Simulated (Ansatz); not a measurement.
Planning a GW calculation on SiC (P6_3mc).

The structure is hexagonal, space group P6_3mc (No. 186). Conventional cell: a = 3.074 Å, b = 3.074 Å, c = 5.045 Å, α = 90.00°, β = 90.00°, γ = 120.00°. Nearest to Si lie 4 C at 1.88 to 1.90 Å. Nearest to C lie 4 Si at 1.88 to 1.90 Å. Farther neighbours are not listed.

```
Si C
1.0
     3.07351    0.00000    0.00000
    -1.53676    2.66174    0.00000
     0.00000    0.00000    5.04525
Si C
2 2
Direct
  0.33333 0.66667 0.49960
  0.66667 0.33333 0.99960
  0.33333 0.66667 0.87540
  0.66667 0.33333 0.37540
```

The cell and positions are those that the Materials Project relaxed with its own functionals (PBE, PBE+U or r2SCAN), kept fixed.

Runs so far (Ansatz 0.2.0, start PBE, PAW set soft_1 files, 6×6×4 mesh). Times are wall times on 1 × NVIDIA H100 80GB HBM3 (shared by 6 runs) with 3 threads of AMD EPYC 7R13 (Zen 3), shared host, good to a factor of about two.

| bands summed | cutoff (eV) | gap on the mesh (eV) | time |
| --- | --- | --- | --- |
| 51 | 60 | 2.696 | 13 s |
| 131 | 120 | 2.988 | 18 s |

What should the next rung give, with 273 bands and screening to 200 eV, and where is the limit?

The error falls about as one over the bands when the cutoff rises with them. A line through the two highest rungs given predicts 3.085 eV; the run gave 3.152 eV, a miss of 0.067 eV, so the law fails here: the steps don't follow it yet. The two highest rungs put the limit near 3.302 eV, the pair below near 3.174 eV; neither can be trusted until a further rung is run.

Gaps are over the mesh's points; an edge off the mesh would be missed. Limits: not at the basis limit.

[Paths, hosts, dates, memory and timing lines, banners, echoed tables and standing remarks are left out of the program output.]

[Logs are printed without paths, hosts, clocks, repeated set-up lines and the standing remarks that a program may print on its own settings, such as how far it seeks lower states.]

[Runs of the session that timed out or met a known fault of the program may be left out.]

[Cells called generated may have been cut or substituted from an entry of the Crystallography Open Database or the Materials Project.]

[Hosts, paths, dates, database ids (printed as entryN), source tags and the programs' standing remarks are cut or masked in the printed files.]
